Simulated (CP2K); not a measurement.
The C K edge of cyclohexane was computed by TDDFT (CP2K XAS_TDP, aug-cc-pVDZ, TDA) at these levels: PBE0, PBEh(45%) and PBEh(45%) + GW2X. The first three lines of C1 (bonded to 2 C and 2 H) with a strength over 0.0015, energy in eV and strength:

| run | first | second | third |
| --- | --- | --- | --- |
| 1 | 277.05 (0.004) | 277.46 (0.004) | 277.72 (0.002) |
| 2 | 283.63 (0.010) | 284.10 (0.015) | 284.69 (0.002) |
| 3 | 289.56 (0.009) | 290.02 (0.015) | 290.62 (0.002) |

**Question.** Which run is which?

Run 1: PBE0 (25 % exact exchange). Run 2: PBEh(45%) (45 % exact exchange). Run 3: PBEh(45%) + GW2X (45 % exact exchange). Self-interaction lifts the core level, so the uncorrected lines rise with the share of exact exchange. The GW2X run keeps the spacings of its parent: 0.46 eV between the first two lines in run 3, 0.47 eV in run 2. Its shift is +5.93 eV, since the Kohn–Sham level at this share of exchange lies that far above the quasiparticle level.

[Hosts, paths, dates, database ids (printed as entryN), source tags and the programs' standing remarks are cut or masked in the printed files.]
